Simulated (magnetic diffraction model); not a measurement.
**Ce3Sc2Si3: what an assumed order does to the neutron pattern**

Space group Cmcm (no. 63), a = 4.2140 Å, b = 10.8210 Å, c = 14.4490 Å.

| site | atom | x | y | z |
| --- | --- | --- | --- | --- |
| 4c | Ce | 1/2 | 0.1367 | 1/4 |
| 8f | Ce | 1/2 | 0.4147 | 0.3870 |
| 8f | Sc | 1/2 | 0.2845 | 0.9178 |
| 4c | Si | 0 | 0.3309 | 1/4 |
| 8f | Si | 1/2 | 0.1243 | 0.4578 |

The compound is invented for this exercise: a known structure type with other elements, its cell scaled to their sizes and not relaxed.

Only Ce is taken to order (form factors of Ce3+); orders and moment sizes are assumed, and not adapted to the symmetry. Radiation: neutrons of λ = 4.2 Å, 3° to 80°; isotropic B of 0.25 Å² (Ce), 0.3 Å² (Sc) and 0.29 Å² (Si). The intensities are simulated: I ∝ L Σ (|F_N|² + |F_M⊥|²) for unpolarised neutrons, with F_M = 2.695 fm/μB × Σ f(s) S exp(2πi Q·r) exp(−B s²) at Q = H ± k (one set where k and −k are equivalent), only the part normal to Q counting and L = 1/(sin²θ cos θ). For collinear order S is the moment m, which repeats by lattice and centring translations R with the sign exp(−2πi k·R). Form factors are spin-only for 3d ions and dipole or tabulated for f ions, scattering lengths are Sears's of 1992, and absorption is left out. A label names one of the reflections at its angle. The strongest nuclear line in the range is 100, and lines under 0.2 are left out.

Assume the order k = (0 0 0), collinear moments along [111], 1.6 μB on Ce; signs + at (1/2, 0.1367, 1/4), + at (0, 0.3633, 3/4), − at (1/2, 0.4147, 0.3870), + at (0, 0.0853, 0.6130), + at (1/2, 0.4147, 0.1130), + at (0, 0.0853, 0.8870).

Predict the pattern, nuclear and magnetic parts apart.

```csv
2θ (°),index,nuclear,magnetic
16.71,(0 0 1),0.0,11.5
33.80,(0 0 2),61.1,4.9
45.68,(0 2 0),100.0,2.4
48.97,(0 2 1),3.8,3.6
51.70,(0 0 3),0.0,1.3
58.01,(0 2 2),19.4,2.0
64.66,(1 1 0),1.8,1.2
67.31,(1 1 1),25.6,13.9
71.09,(0 0 4),7.4,0.1
71.43,(0 2 3),14.3,8.8
74.99,(1 1 2),7.4,8.0
```

The strongest magnetic line in the range is (1 1 1) at 67.31° (13.9). On top of the Lorentz factor, which all lines share, magnetic lines fade with angle because f falls: for Ce3+ it is 0.96, 0.86, 0.71 and 0.43 at sin θ/λ = 0.1, 0.2, 0.3 and 0.5 Å⁻¹, while nuclear lengths stay constant. The net moment is 6.40 μB a primitive cell.

[Logs are printed without paths, hosts, clocks, repeated set-up lines and the standing remarks that a program may print on its own settings, such as how far it seeks lower states.]
